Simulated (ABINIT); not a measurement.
## CsH (Pm-3m): G0W0 in ABINIT against the wavefunction cutoff in GW

How does the gap of CsH (Pm-3m) converge in the wavefunction cutoff in GW?

Program: ABINIT 10.8.3. Level of theory: LDA and many-body steps on it, plane waves. Results are calculated unless marked as measured.

### 1. The starting structure

Symmetry: Pm-3m, No. 221, cubic system. Conventional cell: a = 3.818 Å, b = 3.818 Å, c = 3.818 Å, α = 90.00°, β = 90.00°, γ = 90.00°. Nearest to Cs lie 8 H at 3.31 Å. Nearest to H lie 8 Cs at 3.31 Å. Farther neighbours are not listed.

As a file:

```cif
data_structure
_symmetry_space_group_name_H-M 'Pm-3m'
_symmetry_Int_Tables_number 221
_cell_length_a 3.8184
_cell_length_b 3.8184
_cell_length_c 3.8184
_cell_angle_alpha 90.000
_cell_angle_beta 90.000
_cell_angle_gamma 90.000
_cell_volume 55.67
loop_
_atom_site_label
_atom_site_type_symbol
_atom_site_symmetry_multiplicity
_atom_site_Wyckoff_symbol
_atom_site_fract_x
_atom_site_fract_y
_atom_site_fract_z
_atom_site_occupancy
Cs1 Cs 1 a 0.00000 0.00000 0.00000 1
H1 H 1 b 0.50000 0.50000 0.50000 1
```

The cell and positions are those that the Materials Project relaxed with its own functionals (PBE, PBE+U or r2SCAN), kept fixed. Spin-orbit coupling is left out unless a step names it.

### 2. Screening, 4×4×4 mesh, 27 bands, screening to 106.1 eV

This step: ABINIT 10.8.3; RPA screening on LDA, plane waves, norm-conserving pseudopotentials.

The RPA dielectric matrix is built and inverted for each q.

File run.abi:

```
acell 3*1.0 Angstrom
rprim 
  3.818408540000 0.000000000000 0.000000000000
  0.000000000000 3.818408540000 0.000000000000
  0.000000000000 0.000000000000 3.818408540000
ntypat 2
znucl 55 1
natom 2
typat 1 2
xred 
  0.000000000000 0.000000000000 0.000000000000
  0.500000000000 0.500000000000 0.500000000000
pp_dirpath "pseudos"
pseudos "Cs.upf, H.upf"
ecut 31
ngkpt 4 4 4
nshiftk 1
shiftk 0 0 0
kptopt 1
chksymbreak 0
istwfk *1
occopt 1
irdwfk 1
optdriver 3
nband 27
ecuteps 3.9
inclvkb 2
awtr 1
symchi 1
ecutwfn 9.3
indata_prefix "in"
outdata_prefix "out"
tmpdata_prefix "tmp"
```

The run is started by

```sh
$ OMP_NUM_THREADS=1 mpirun -n 4 abinit run.abi > log
```

Output:

```text
.Version 10.8.3 of ABINIT. v10.8.2 released Aug 2026.

 Symmetries : space group Pm -3 m (#221); Bravais cP (primitive cubic)
[... echo of the input left out ...]
== DATASET  1 ==================================================================
-   mpi_nproc: 4, omp_nthreads: 1 (-1 if OMP is not activated)

--- !DatasetInfo
iteration_state: {dtset: 1, }
dimensions: {natom: 2, nkpt: 10, mband: 27, nsppol: 1, nspinor: 1, nspden: 1, mpw: 536, }
cutoff_energies: {ecut:   9.3, pawecutdg:  -1.0, }
electrons: {nelect:   1.00000000E+01, charge:   0.00000000E+00, occopt:   1.00000000E+00, tsmear:   1.00000000E-02, }

 SCREENING: Calculation of the susceptibility and dielectric matrices

 Based on a program developped by R.W. Godby, V. Olevano, G. Onida, and L. Reining.
 Incorporated in ABINIT by V. Olevano, G.-M. Rignanese, and M. Torrent.
.Using double precision arithmetic ; gwpc =  8

[... cell and pseudopotentials left out ...]
--------------------------------------------------------------------------------

 ==== K-mesh for the wavefunctions ====
 Number of points in the irreducible wedge :    10
[... list of points left out ...]
 Together with 48 symmetry operations and time-reversal symmetry
 yields    64 points in the full Brillouin Zone.

 ==== Q-mesh for the screening function ====
 Number of points in the irreducible wedge :    10
[... list of points left out ...]
 Together with 48 symmetry operations and time-reversal symmetry
 yields    64 points in the full Brillouin Zone.

 setmesh: FFT mesh size selected  =    18x   18x   18
          total number of points  =         5832

 vcoul_init : cutoff-mode = AUXILIARY_FUNCTION
 q-points for optical limit:   1
     1)      0.000010    0.000020    0.000030

- screening: taking advantage of time-reversal symmetry
- Maximum band index for partially occupied states nbvw = 5
- Remaining bands to be divided among processors   nbcw = 22
- Number of bands treated by each node ~5

 Number of electrons calculated from density =    9.9949; Expected =   10.0000
 average of density, n =  0.026603
 r_s =    2.0781
 omega_plasma =   15.7334 [eV]

 calculating chi0 at frequencies [eV] :
  1    0.000000E+00    0.000000E+00
  2    0.000000E+00    1.573341E+01

--------------------------------------------------------------------------------
  q-point number  1        q = ( 0.000000, 0.000000, 0.000000) [r.l.u.]
--------------------------------------------------------------------------------
[... chi0 elements left out ...]
 For q-point:  0.000010 0.000020 0.000030
  dielectric constant =   3.8312
  dielectric constant without local fields =   4.3578

  Average fulfillment of the sum rule on Im[epsilon] for q-point    1 :     51.82  [%]
[... wings left out ...]
  q-point number  2        q = ( 0.250000, 0.000000, 0.000000) [r.l.u.]
--------------------------------------------------------------------------------
[... chi0 elements left out ...]
  Average fulfillment of the sum rule on Im[epsilon] for q-point    2 :     87.08  [%]

 [... 8 further q-points ...]
```

It took 2.8 s on 4 MPI ranks of Arm Neoverse V2, shared host; peak memory 0.08 GiB; 11 s of CPU time.

Numbers from this step:

* ε∞ with local fields, on this mesh, along the program's q direction: 3.831
* the same without local fields: 4.358
* plasma frequency: 15.73 eV
* plane waves in the screening matrix: 147

Local fields lower ε∞ by 12 %. On a Γ-centred mesh this coarse the value itself is usually too large, while a short band sum pulls it down.

### 3. 9.3 Ha

This step: G0W0 on LDA, plane waves, norm-conserving pseudopotentials.

run.abi: that of step 2 with these lines changed.

```diff
@@ -23,8 +23,19 @@
 irdwfk 1
-optdriver 3
+optdriver 4
 nband 27
+gwcalctyp 0
+ecutsigx 9.3
+symsigma 1
+nkptgw 3
+kptgw 
+  0.5000000000 0.5000000000 0.5000000000
+  0.5000000000 0.0000000000 0.0000000000
+  0.0000000000 0.0000000000 0.0000000000
+bdgw 
+  2 8
+  3 7
+  2 7
 ecuteps 3.9
-inclvkb 2
-awtr 1
-symchi 1
+irdscr 1
+ppmodel 1
 ecutwfn 9.3
```

Output:

```text
.Version 10.8.3 of ABINIT. v10.8.2 released Aug 2026.

 Symmetries : space group Pm -3 m (#221); Bravais cP (primitive cubic)
[... echo of the input left out ...]
== DATASET  1 ==================================================================
-   mpi_nproc: 4, omp_nthreads: 1 (-1 if OMP is not activated)

--- !DatasetInfo
iteration_state: {dtset: 1, }
dimensions: {natom: 2, nkpt: 10, mband: 27, nsppol: 1, nspinor: 1, nspden: 1, mpw: 536, }
cutoff_energies: {ecut:   9.3, pawecutdg:  -1.0, }
electrons: {nelect:   1.00000000E+01, charge:   0.00000000E+00, occopt:   1.00000000E+00, tsmear:   1.00000000E-02, }

 SIGMA: Calculation of the GW corrections

 Based on a program developped by R.W. Godby, V. Olevano, G. Onida, and L. Reining.
 Incorporated in ABINIT by V. Olevano, G.-M. Rignanese, and M. Torrent.
.Using double precision arithmetic ; gwpc =  8

[... cell and pseudopotentials left out ...]
--------------------------------------------------------------------------------

 ==== K-mesh for the wavefunctions ====
 Number of points in the irreducible wedge :    10
[... list of points left out ...]
 Together with 48 symmetry operations and time-reversal symmetry
 yields    64 points in the full Brillouin Zone.

 ==== Q-mesh for screening function ====
 Number of points in the irreducible wedge :    10
[... list of points left out ...]
 Together with 48 symmetry operations and time-reversal symmetry
 yields    64 points in the full Brillouin Zone.

 vcoul_init : cutoff-mode = AUXILIARY_FUNCTION
 q-points for optical limit:   1
     1)      0.000010    0.000020    0.000030
 setmesh: FFT mesh size selected  =    20x   20x   20
          total number of points  =         8000

 Number of electrons calculated from density =    9.9949; Expected =   10.0000
 average of density, n =  0.026603
 r_s =    2.0781
 omega_plasma =   15.7334 [eV]

 === KS Band Gaps ===
  >>>> For spin  1
   Minimum direct gap =   2.4881 [eV], located at k-point      :   0.5000  0.5000  0.5000
   Fundamental gap    =   2.2974 [eV], Top of valence bands at :   0.5000  0.5000  0.5000
                                       Bottom of conduction at :   0.5000  0.0000  0.0000
 SIGMA fundamental parameters:
 PLASMON POLE MODEL  1
 number of plane-waves for SigmaX                  485
 number of plane-waves for SigmaC and W            147
 number of plane-waves for wavefunctions           485
 number of bands                                    27
 number of independent spin polarizations            1
 number of spinorial components                      1
 number of k-points in IBZ                          10
 number of q-points in IBZ                          10
 number of symmetry operations                      48
 number of k-points in BZ                           64
 number of q-points in BZ                           64
 number of frequencies for dSigma/dE                 9
 frequency step for dSigma/dE [eV]                0.25
 number of omega for Sigma on real axis              0
 max omega for Sigma on real axis  [eV]           0.00
 zcut for avoiding poles [eV]                     0.10

 EPSILON^-1 parameters (SCR file):
 dimension of the eps^-1 matrix on file            147
 dimension of the eps^-1 matrix used               147
 number of plane-waves for wavefunctions           485
 number of bands                                    27
 number of q-points in IBZ                          10
 number of frequencies                               2
 number of real frequencies                          1
 number of imag frequencies                          1

 matrix elements of self-energy operator (all in [eV])

 Perturbative Calculation

--- !SelfEnergy_ee
iteration_state: {dtset: 1, }
kpoint     : [   0.500,    0.500,    0.500, ]
spin       : 1
KS_gap     :    2.488
QP_gap     :    4.371
Delta_QP_KS:    1.883
data: !SigmaeeData |
     Band     E0 <VxcDFT>   SigX SigC(E0)      Z dSigC/dE  Sig(E)    E-E0       E
        2  -6.265 -12.494 -17.156   3.070   0.775  -0.290 -13.728  -1.234  -7.499
        3  -6.265 -12.494 -17.156   3.070   0.775  -0.290 -13.728  -1.234  -7.499
        4  -6.265 -12.494 -17.156   3.070   0.775  -0.290 -13.728  -1.234  -7.499
        5   2.652  -9.728 -12.784   2.087   0.775  -0.290 -10.479  -0.751   1.901
        6   5.141  -7.821  -3.692  -2.762   0.828  -0.207  -6.689   1.132   6.273
        7   5.141  -7.821  -3.692  -2.762   0.828  -0.207  -6.689   1.132   6.273
[...]
--- !SelfEnergy_ee
iteration_state: {dtset: 1, }
kpoint     : [   0.500,    0.000,    0.000, ]
spin       : 1
KS_gap     :    2.559
QP_gap     :    4.548
Delta_QP_KS:    1.988
data: !SigmaeeData |
     Band     E0 <VxcDFT>   SigX SigC(E0)      Z dSigC/dE  Sig(E)    E-E0       E
[...]
--- !SelfEnergy_ee
iteration_state: {dtset: 1, }
kpoint     : [   0.000,    0.000,    0.000, ]
spin       : 1
KS_gap     :    5.220
QP_gap     :    7.488
Delta_QP_KS:    2.268
data: !SigmaeeData |
     Band     E0 <VxcDFT>   SigX SigC(E0)      Z dSigC/dE  Sig(E)    E-E0       E
[...]
5   0.539  -8.694 -12.267   2.412   0.768  -0.302  -9.585  -0.892  -0.353
        6   5.759  -8.502  -3.793  -3.038   0.824  -0.214  -7.125   1.377   7.135
        7   5.759  -8.502  -3.793  -3.038   0.824  -0.214  -7.125   1.377   7.135

== END DATASET(S) ==============================================================
================================================================================

 -outvars: echo values of variables after computation  --------
           etotal      0.0000000000E+00
            nband          27
             nkpt          10
          spgroup         221
 [... the other variables as echoed above ...]

 Calculation completed.
```

The job ended after 3.1 s (4 MPI ranks; peak memory 0.32 GiB).

Numbers from this step:

| Property | Result |
| --- | --- |
| G0W0 gap on the points computed | 4.242 eV |
| starting gap on the mesh | 2.297 eV |
| k of the valence top | 0.5, 0.5, 0.5 |
| k of the conduction bottom | 0.5, 0, 0 |
| Z at the valence top | 0.775 |
| Z at the conduction bottom | 0.831 |
| least direct G0W0 gap on the computed points | 4.372 eV |

### 4. Screening, 4×4×4 mesh, 27 bands, screening to 106.1 eV

This step: RPA screening on LDA, plane waves, norm-conserving pseudopotentials.

run.abi: that of step 3 with these lines changed.

```diff
@@ -23,20 +23,9 @@
 irdwfk 1
-optdriver 4
+optdriver 3
 nband 27
-gwcalctyp 0
-ecutsigx 9.3
-symsigma 1
-nkptgw 3
-kptgw 
-  0.5000000000 0.5000000000 0.5000000000
-  0.5000000000 0.0000000000 0.0000000000
-  0.0000000000 0.0000000000 0.0000000000
-bdgw 
-  2 8
-  3 7
-  2 7
 ecuteps 3.9
-irdscr 1
-ppmodel 1
-ecutwfn 9.3
+inclvkb 2
+awtr 1
+symchi 1
+ecutwfn 15.5
 indata_prefix "in"
```

Output:

```text
.Version 10.8.3 of ABINIT. v10.8.2 released Aug 2026.

 Symmetries : space group Pm -3 m (#221); Bravais cP (primitive cubic)
[... echo of the input left out ...]
== DATASET  1 ==================================================================
-   mpi_nproc: 4, omp_nthreads: 1 (-1 if OMP is not activated)

--- !DatasetInfo
iteration_state: {dtset: 1, }
dimensions: {natom: 2, nkpt: 10, mband: 27, nsppol: 1, nspinor: 1, nspden: 1, mpw: 1108, }
cutoff_energies: {ecut:  15.5, pawecutdg:  -1.0, }
electrons: {nelect:   1.00000000E+01, charge:   0.00000000E+00, occopt:   1.00000000E+00, tsmear:   1.00000000E-02, }

 SCREENING: Calculation of the susceptibility and dielectric matrices

 Based on a program developped by R.W. Godby, V. Olevano, G. Onida, and L. Reining.
 Incorporated in ABINIT by V. Olevano, G.-M. Rignanese, and M. Torrent.
.Using double precision arithmetic ; gwpc =  8

[... cell and pseudopotentials left out ...]
--------------------------------------------------------------------------------

 ==== K-mesh for the wavefunctions ====
 Number of points in the irreducible wedge :    10
[... list of points left out ...]
 Together with 48 symmetry operations and time-reversal symmetry
 yields    64 points in the full Brillouin Zone.

 ==== Q-mesh for the screening function ====
 Number of points in the irreducible wedge :    10
[... list of points left out ...]
 Together with 48 symmetry operations and time-reversal symmetry
 yields    64 points in the full Brillouin Zone.

 setmesh: FFT mesh size selected  =    20x   20x   20
          total number of points  =         8000

 vcoul_init : cutoff-mode = AUXILIARY_FUNCTION
 q-points for optical limit:   1
     1)      0.000010    0.000020    0.000030

- screening: taking advantage of time-reversal symmetry
- Maximum band index for partially occupied states nbvw = 5
- Remaining bands to be divided among processors   nbcw = 22
- Number of bands treated by each node ~5

 Number of electrons calculated from density =    9.9998; Expected =   10.0000
 average of density, n =  0.026616
 r_s =    2.0777
 omega_plasma =   15.7373 [eV]

 calculating chi0 at frequencies [eV] :
  1    0.000000E+00    0.000000E+00
  2    0.000000E+00    1.573728E+01

--------------------------------------------------------------------------------
  q-point number  1        q = ( 0.000000, 0.000000, 0.000000) [r.l.u.]
--------------------------------------------------------------------------------
[... chi0 elements left out ...]
 For q-point:  0.000010 0.000020 0.000030
  dielectric constant =   3.8232
  dielectric constant without local fields =   4.3468

  Average fulfillment of the sum rule on Im[epsilon] for q-point    1 :     51.74  [%]
[... wings left out ...]
  q-point number  2        q = ( 0.250000, 0.000000, 0.000000) [r.l.u.]
--------------------------------------------------------------------------------
[... chi0 elements left out ...]
  Average fulfillment of the sum rule on Im[epsilon] for q-point    2 :     87.05  [%]

 [... 8 further q-points ...]
```

Wall time 2.7 s (4 MPI ranks); peak memory 0.09 GiB; 10 s of CPU time.

Numbers from this step:

```yaml
eps_infinity_with_local_fields_on_this_mesh_along_the_program_s_q_direction: 3.823
the_same_without_local_fields: 4.347
plasma_frequency: 15.74 eV
plane_waves_in_the_screening_matrix: 147
```

### 5. 15.5 Ha

The self-energy is evaluated for the states that the input lists, and the levels follow from it, in one-shot runs by the linearised quasiparticle equation.

This step: G0W0 on LDA, plane waves, norm-conserving pseudopotentials.

run.abi: that of step 4 with these lines changed.

```diff
@@ -23,8 +23,19 @@
 irdwfk 1
-optdriver 3
+optdriver 4
 nband 27
+gwcalctyp 0
+ecutsigx 15.5
+symsigma 1
+nkptgw 3
+kptgw 
+  0.5000000000 0.5000000000 0.5000000000
+  0.5000000000 0.0000000000 0.0000000000
+  0.0000000000 0.0000000000 0.0000000000
+bdgw 
+  2 8
+  3 7
+  2 7
 ecuteps 3.9
-inclvkb 2
-awtr 1
-symchi 1
+irdscr 1
+ppmodel 1
 ecutwfn 15.5
```

Output:

```text
.Version 10.8.3 of ABINIT. v10.8.2 released Aug 2026.

 Symmetries : space group Pm -3 m (#221); Bravais cP (primitive cubic)
[... echo of the input left out ...]
== DATASET  1 ==================================================================
-   mpi_nproc: 4, omp_nthreads: 1 (-1 if OMP is not activated)

--- !DatasetInfo
iteration_state: {dtset: 1, }
dimensions: {natom: 2, nkpt: 10, mband: 27, nsppol: 1, nspinor: 1, nspden: 1, mpw: 1108, }
cutoff_energies: {ecut:  15.5, pawecutdg:  -1.0, }
electrons: {nelect:   1.00000000E+01, charge:   0.00000000E+00, occopt:   1.00000000E+00, tsmear:   1.00000000E-02, }

 SIGMA: Calculation of the GW corrections

 Based on a program developped by R.W. Godby, V. Olevano, G. Onida, and L. Reining.
 Incorporated in ABINIT by V. Olevano, G.-M. Rignanese, and M. Torrent.
.Using double precision arithmetic ; gwpc =  8

[... cell and pseudopotentials left out ...]
--------------------------------------------------------------------------------

 ==== K-mesh for the wavefunctions ====
 Number of points in the irreducible wedge :    10
[... list of points left out ...]
 Together with 48 symmetry operations and time-reversal symmetry
 yields    64 points in the full Brillouin Zone.

 ==== Q-mesh for screening function ====
 Number of points in the irreducible wedge :    10
[... list of points left out ...]
 Together with 48 symmetry operations and time-reversal symmetry
 yields    64 points in the full Brillouin Zone.

 vcoul_init : cutoff-mode = AUXILIARY_FUNCTION
 q-points for optical limit:   1
     1)      0.000010    0.000020    0.000030
 setmesh: FFT mesh size selected  =    25x   25x   25
          total number of points  =        15625

 Number of electrons calculated from density =    9.9998; Expected =   10.0000
[...]
number of plane-waves for wavefunctions          1045
 number of bands                                    27
 number of q-points in IBZ                          10
 number of frequencies                               2
 number of real frequencies                          1
 number of imag frequencies                          1

 matrix elements of self-energy operator (all in [eV])

 Perturbative Calculation

--- !SelfEnergy_ee
iteration_state: {dtset: 1, }
kpoint     : [   0.500,    0.500,    0.500, ]
spin       : 1
KS_gap     :    2.488
QP_gap     :    4.371
Delta_QP_KS:    1.883
data: !SigmaeeData |
     Band     E0 <VxcDFT>   SigX SigC(E0)      Z dSigC/dE  Sig(E)    E-E0       E
        2  -6.265 -12.525 -17.202   3.084   0.775  -0.291 -13.758  -1.233  -7.498
        3  -6.265 -12.525 -17.202   3.084   0.775  -0.291 -13.758  -1.233  -7.498
        4  -6.265 -12.525 -17.202   3.084   0.775  -0.291 -13.758  -1.233  -7.498
[...]
--- !SelfEnergy_ee
iteration_state: {dtset: 1, }
kpoint     : [   0.500,    0.000,    0.000, ]
spin       : 1
KS_gap     :    2.559
QP_gap     :    4.545
Delta_QP_KS:    1.986
data: !SigmaeeData |
     Band     E0 <VxcDFT>   SigX SigC(E0)      Z dSigC/dE  Sig(E)    E-E0       E
[...]
--- !SelfEnergy_ee
iteration_state: {dtset: 1, }
kpoint     : [   0.000,    0.000,    0.000, ]
spin       : 1
KS_gap     :    5.220
QP_gap     :    7.489
Delta_QP_KS:    2.269
data: !SigmaeeData |
     Band     E0 <VxcDFT>   SigX SigC(E0)      Z dSigC/dE  Sig(E)    E-E0       E
[...]
6   5.759  -8.498  -3.789  -3.039   0.824  -0.214  -7.122   1.375   7.134
        7   5.759  -8.498  -3.789  -3.039   0.824  -0.214  -7.122   1.375   7.134

== END DATASET(S) ==============================================================
================================================================================

 -outvars: echo values of variables after computation  --------
           etotal      0.0000000000E+00
            nband          27
             nkpt          10
          spgroup         221
 [... the other variables as echoed above ...]

 Calculation completed.
```

Run time: 3.2 s. Hardware: 4 MPI ranks; peak memory 0.36 GiB; 12 s of CPU time.

This step gave:

```
G0W0 gap on the points computed              : 4.239 eV
starting gap on the mesh                     : 2.297 eV
k of the valence top                         : 0.5, 0.5, 0.5
k of the conduction bottom                   : 0.5, 0, 0
Z at the valence top                         : 0.775
Z at the conduction bottom                   : 0.83
least direct G0W0 gap on the computed points : 4.371 eV
```

The gap on the mesh goes from 2.30 eV to 4.24 eV, a correction of +1.94 eV.

(Part 1 of 2 ends here.)

[Paths, hosts, dates, memory and timing lines, banners, echoed tables and standing remarks are left out of the program output.]

[Logs are printed without paths, hosts, clocks, repeated set-up lines and the standing remarks that a program may print on its own settings, such as how far it seeks lower states.]

[Runs of the session that timed out or met a known fault of the program may be left out.]

[Hosts, paths, dates, database ids (printed as entryN), source tags and the programs' standing remarks are cut or masked in the printed files.]

[G0W0 gaps are taken among the corrected bands and points alone; a level outside them can change the order at an edge.]

[Where Ansatz stands beside ABINIT at settings called matched, ABINIT's density can come from a denser mesh and the files from another edition; pairs whose starting gaps differed by over 0.03 eV were left out, so agreement reads better than it is.]
